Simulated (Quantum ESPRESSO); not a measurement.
**NiAgO2: which magnetic order is lowest**

Aim: find out which collinear order of NiAgO2 costs least.

Program: Quantum ESPRESSO 7.5. Level of theory: LDA; plane waves with GBRV 1.5 LDA potentials, no spin-orbit coupling. Results are calculated unless marked as measured.

## (1) The starting structure

The structure is hexagonal, space group P6_3/mmc (No. 194). The conventional cell has a = 2.999 Å, b = 2.999 Å, c = 12.315 Å, α = 90.00°, β = 90.00°, γ = 120.00°. Ni has 6 O at 2.00 Å nearest. Nearest to Ag lie 2 O at 2.07 Å. Nearest to O lie 3 Ni at 2.00 Å and 1 Ag at 2.07 Å. Farther neighbours and most contacts between anions are not listed.

Structure file:

```cif
data_structure
_symmetry_space_group_name_H-M 'P 1'
_symmetry_Int_Tables_number 1
_cell_length_a 2.9992
_cell_length_b 2.9992
_cell_length_c 12.3151
_cell_angle_alpha 90.000
_cell_angle_beta 90.000
_cell_angle_gamma 120.000
_cell_volume 95.93
loop_
_atom_site_label
_atom_site_type_symbol
_atom_site_fract_x
_atom_site_fract_y
_atom_site_fract_z
_atom_site_occupancy
Ni1 Ni 0.00000 0.00000 0.50000 1
Ni2 Ni 0.00000 0.00000 0.00000 1
Ag3 Ag 0.66667 0.33333 0.75000 1
Ag4 Ag 0.33333 0.66667 0.25000 1
O5 O 0.33333 0.66667 0.41806 1
O6 O 0.66667 0.33333 0.91806 1
O7 O 0.66667 0.33333 0.58194 1
O8 O 0.33333 0.66667 0.08194 1
```

The cell comes from Materials Project 2023-11-01, a database of computed structures, and need not be the stable phase.

## (2) Run 1, typed as ferro ++

The signs are those of the starting moments on the seeded atoms, the atoms that are given a moment.

pw.in

```
&CONTROL
  calculation = 'scf'
  prefix = 'pwscf'
  outdir = './tmp'
  pseudo_dir = './pseudo'
  disk_io = 'nowf'
/
&SYSTEM
  ibrav = 0
  nat = 8
  ntyp = 3
  ecutwfc = 40
  ecutrho = 280
  nbnd = 64
  occupations = 'smearing'
  smearing = 'fd'
  degauss = 0.00367493
  nspin = 2
  starting_magnetization(1) = 0.1111
  starting_magnetization(2) = 0
  starting_magnetization(3) = 0
/
&ELECTRONS
  conv_thr = 1.6d-08
  electron_maxstep = 150
  mixing_beta = 0.3
/
ATOMIC_SPECIES
Ni     58.6934 ni_lda_v1.4.uspp.F.UPF
Ag    107.8682 ag_lda_v1.4.uspp.F.UPF
O      15.9990 o_lda_v1.2.uspp.F.UPF
CELL_PARAMETERS angstrom
   2.9991629743    0.0000000000    0.0000000000
  -1.4995814871    2.5973513258    0.0000000000
   0.0000000000    0.0000000000   12.3151270000
ATOMIC_POSITIONS crystal
Ni      0.0000000000    0.0000000000    0.5000000000
Ni      0.0000000000    0.0000000000    0.0000000000
Ag      0.6666666700    0.3333333300    0.7500000000
Ag      0.3333333300    0.6666666700    0.2500000000
O       0.3333333300    0.6666666700    0.4180620000
O       0.6666666700    0.3333333300    0.9180620000
O       0.6666666700    0.3333333300    0.5819380000
O       0.3333333300    0.6666666700    0.0819380000
K_POINTS automatic
8 8 2 0 0 0
```

Run with:

```bash
$ OMP_NUM_THREADS=1 mpirun -n 4 pw.x -nk 4 -in pw.in > pw.out
```

The program printed:

```text
Program PWSCF v.7.5 starts

     Message from routine setup:
     using ibrav=0 with symmetry is DISCOURAGED, use correct ibrav instead

     K-points division:     npool     =       4
     Subspace diagonalization in iterative solution of the eigenvalue problem:

     G-vector sticks info
     --------------------
     sticks:   dense  smooth     PW     G-vecs:    dense   smooth      PW
     Sum         613     361    109                51111    22245    3797

     Using Slab Decomposition

     bravais-lattice index     =            0
     lattice parameter (alat)  =       5.6676  a.u.
     unit-cell volume          =     647.3904 (a.u.)^3
     number of atoms/cell      =            8
     number of atomic types    =            3
     number of electrons       =        98.00
     number of Kohn-Sham states=           64
     kinetic-energy cutoff     =      40.0000  Ry
     charge density cutoff     =     280.0000  Ry
     scf convergence threshold =      1.6E-08
     mixing beta               =       0.3000
     number of iterations used =            8  plain     mixing
     Exchange-correlation= SLA  PZ   NOGX NOGC
                           (   1   1   0   0   0   0   0)

     celldm(1)=   5.667597  celldm(2)=   0.000000  celldm(3)=   0.000000
     celldm(4)=   0.000000  celldm(5)=   0.000000  celldm(6)=   0.000000

     crystal axes: (cart. coord. in units of alat)
               a(1) = (   1.000000   0.000000   0.000000 )
               a(2) = (  -0.500000   0.866025   0.000000 )
               a(3) = (   0.000000   0.000000   4.106188 )

     reciprocal axes: (cart. coord. in units 2 pi/alat)
               b(1) = (  1.000000  0.577350 -0.000000 )
               b(2) = (  0.000000  1.154701  0.000000 )
               b(3) = (  0.000000 -0.000000  0.243535 )

     PseudoPot. # 1 for Ni read from file:
     ni_lda_v1.4.uspp.F.UPF
     Pseudo is Ultrasoft + core correction, Zval = 18.0
     Generated by new atomic code, or converted to UPF format
     Using radial grid of  865 points,  6 beta functions with:
                l(1) =   0
                l(2) =   0
                l(3) =   1
                l(4) =   1
                l(5) =   2
                l(6) =   2
     Q(r) pseudized with 10 coefficients,  rinner =    0.980   0.980   0.980
                                                       0.980   0.980

     PseudoPot. # 2 for Ag read from file:
     ag_lda_v1.4.uspp.F.UPF
     Pseudo is Ultrasoft + core correction, Zval = 19.0
     Generated by new atomic code, or converted to UPF format
     Using radial grid of  887 points,  6 beta functions with:
                l(1) =   0
                l(2) =   0
                l(3) =   1
                l(4) =   1
                l(5) =   2
                l(6) =   2
     Q(r) pseudized with  6 coefficients,  rinner =    1.300   1.300   1.300
                                                       1.300   1.300

     PseudoPot. # 3 for O  read from file:
     o_lda_v1.2.uspp.F.UPF
     Pseudo is Ultrasoft + core correction, Zval =  6.0
     Generated by new atomic code, or converted to UPF format
     Using radial grid of  737 points,  5 beta functions with:
                l(1) =   0
                l(2) =   0
                l(3) =   1
                l(4) =   1
                l(5) =   2
     Q(r) pseudized with  8 coefficients,  rinner =    0.900   0.900   0.900
                                                       0.900   0.900

     atomic species   valence    mass     pseudopotential
     Ni               18.00    58.69340     Ni( 1.00)
     Ag               19.00   107.86820     Ag( 1.00)
     O                 6.00    15.99900     O ( 1.00)

     Starting magnetic structure
     atomic species   magnetization
     Ni              0.111
     Ag              0.000
     O               0.000

     24 Sym. Ops., with inversion, found (12 have fractional translation)

   Cartesian axes

     site n.     atom                  positions (alat units)
         1        Ni     tau(   1) = (   0.0000000   0.0000000   2.0530940  )
         2        Ni     tau(   2) = (   0.0000000   0.0000000   0.0000000  )
         3        Ag     tau(   3) = (   0.5000000   0.2886751   3.0796410  )
         4        Ag     tau(   4) = (  -0.0000000   0.5773503   1.0265470  )
         5        O      tau(   5) = (  -0.0000000   0.5773503   1.7166412  )
         6        O      tau(   6) = (   0.5000000   0.2886751   3.7697352  )
         7        O      tau(   7) = (   0.5000000   0.2886751   2.3895468  )
         8        O      tau(   8) = (  -0.0000000   0.5773503   0.3364528  )

     number of k points=    20  Fermi-Dirac smearing, width (Ry)=  0.0037
                       cart. coord. in units 2pi/alat
        k(    1) = (   0.0000000   0.0000000   0.0000000), wk =   0.0078125
        k(    2) = (   0.0000000   0.0000000  -0.1217674), wk =   0.0078125
        k(    3) = (   0.0000000   0.1443376   0.0000000), wk =   0.0468750
        k(    4) = (   0.0000000   0.1443376  -0.1217674), wk =   0.0468750
        k(    5) = (   0.0000000   0.2886751   0.0000000), wk =   0.0468750
        [... 15 further k-points ...]

     Dense  grid:    51111 G-vectors     FFT dimensions: (  32,  32, 128)

     Smooth grid:    22245 G-vectors     FFT dimensions: (  24,  24,  96)

     Check: negative core charge=   -0.000008
     Generating pointlists ...
     new r_m :   0.2756 (alat units)  1.5622 (a.u.) for type    1
     new r_m :   0.2847 (alat units)  1.6134 (a.u.) for type    2
     new r_m :   0.2756 (alat units)  1.5622 (a.u.) for type    3

     Initial potential from superposition of free atoms

     starting charge      92.9999, renormalised to      98.0000
     Starting wfcs are   68 randomized atomic wfcs

     Self-consistent Calculation

     iteration #  1     ecut=    40.00 Ry     beta= 0.30
     Davidson diagonalization with overlap
     ethr =  1.00E-02,  avg # of iterations =  4.1

     total energy              =   -1368.60133563 Ry
     estimated scf accuracy    <     101.41631242 Ry

     total magnetization       =     0.27 Bohr mag/cell
     absolute magnetization    =     0.84 Bohr mag/cell

     iteration #  2     ecut=    40.00 Ry     beta= 0.30
     Davidson diagonalization with overlap
     ethr =  1.00E-02,  avg # of iterations =  4.6

     total energy              =   -1385.32619211 Ry
     estimated scf accuracy    <     245.56829053 Ry

     total magnetization       =     0.10 Bohr mag/cell
     absolute magnetization    =     0.14 Bohr mag/cell

     iteration #  3     ecut=    40.00 Ry     beta= 0.30
     Davidson diagonalization with overlap
     ethr =  1.00E-02,  avg # of iterations =  4.3

     total energy              =   -1404.98679609 Ry
     estimated scf accuracy    <      17.67133079 Ry

     total magnetization       =     0.17 Bohr mag/cell
     absolute magnetization    =     0.33 Bohr mag/cell

     [... further iterations left out ...]

     iteration # 15     ecut=    40.00 Ry     beta= 0.30
     Davidson diagonalization with overlap
     ethr =  2.60E-08,  avg # of iterations =  1.7

     total energy              =   -1406.68700065 Ry
     estimated scf accuracy    <       0.00000090 Ry

     total magnetization       =     1.39 Bohr mag/cell
     absolute magnetization    =     1.42 Bohr mag/cell

     iteration # 16     ecut=    40.00 Ry     beta= 0.30
     Davidson diagonalization with overlap
     ethr =  9.18E-10,  avg # of iterations =  2.1

     total energy              =   -1406.68700136 Ry
     estimated scf accuracy    <       0.00000021 Ry

     total magnetization       =     1.38 Bohr mag/cell
     absolute magnetization    =     1.41 Bohr mag/cell

     iteration # 17     ecut=    40.00 Ry     beta= 0.30
     Davidson diagonalization with overlap
     ethr =  2.19E-10,  avg # of iterations =  2.0

     total energy              =   -1406.68700174 Ry
     estimated scf accuracy    <       0.00000007 Ry

     total magnetization       =     1.38 Bohr mag/cell
     absolute magnetization    =     1.41 Bohr mag/cell

     iteration # 18     ecut=    40.00 Ry     beta= 0.30
     Davidson diagonalization with overlap
     ethr =  7.21E-11,  avg # of iterations =  2.3

     Magnetic moment per site  (integrated on atomic sphere of radius R)
     atom   1 (R=0.276)  charge= 15.4289  magn=  0.5074
     atom   2 (R=0.276)  charge= 15.4289  magn=  0.5074
     atom   3 (R=0.285)  charge= 15.3263  magn=  0.0040
     atom   4 (R=0.285)  charge= 15.3263  magn=  0.0040
     atom   5 (R=0.276)  charge=  5.3695  magn=  0.0707
     atom   6 (R=0.276)  charge=  5.3695  magn=  0.0707
     atom   7 (R=0.276)  charge=  5.3695  magn=  0.0707
     atom   8 (R=0.276)  charge=  5.3695  magn=  0.0707

     End of self-consistent calculation

     [... lines left out ...]
     the Fermi energy is    11.4851 ev

!    total energy              =   -1406.68700191 Ry
     estimated scf accuracy    <       0.00000001 Ry
     smearing contrib. (-TS)   =      -0.00376622 Ry
     internal energy E=F+TS    =   -1406.68323569 Ry

     The total energy is F=E-TS. E is the sum of the following terms:
     one-electron contribution =    -835.02974694 Ry
     hartree contribution      =     462.95942523 Ry
     xc contribution           =    -155.25078059 Ry
     ewald contribution        =    -879.36213339 Ry

     total magnetization       =     1.37 Bohr mag/cell
     absolute magnetization    =     1.40 Bohr mag/cell

     convergence has been achieved in  18 iterations

=------------------------------------------------------------------------------=
   JOB DONE.
=------------------------------------------------------------------------------=
```

It took 50 s on 4 MPI ranks of Intel Xeon Platinum 8488C (Sapphire Rapids), shared host; peak memory 0.69 GiB.

Spin moment in the atom's sphere by atom:

| atom | spin moment in the atom's sphere (μB) |
| --- | --- |
| Ni1 | 0.507 |
| Ni2 | 0.507 |
| Ag3 | 0.004 |
| Ag4 | 0.004 |
| O5 | 0.071 |
| O6 | 0.071 |
| O7 | 0.071 |
| O8 | 0.071 |

Read from the output:

- smearing term TS: 0.05124 eV
- magnetization: 1.372 μB
- absolute magnetization: 1.401 μB
- final state: ferromagnetic

(Part 1 of 2 ends here.)

[Logs and program files are shortened in this print: banners, set-up blocks, solver, clock and traceback lines can be left out without a mark of their own.]

[Logs are printed without paths, hosts, clocks, repeated set-up lines and the standing remarks that a program may print on its own settings, such as how far it seeks lower states.]

[Hosts, paths, dates, database ids (printed as entryN), source tags and the programs' standing remarks are cut or masked in the printed files.]

[Where a cell is said to come from a database of computed structures, the database is the Materials Project.]
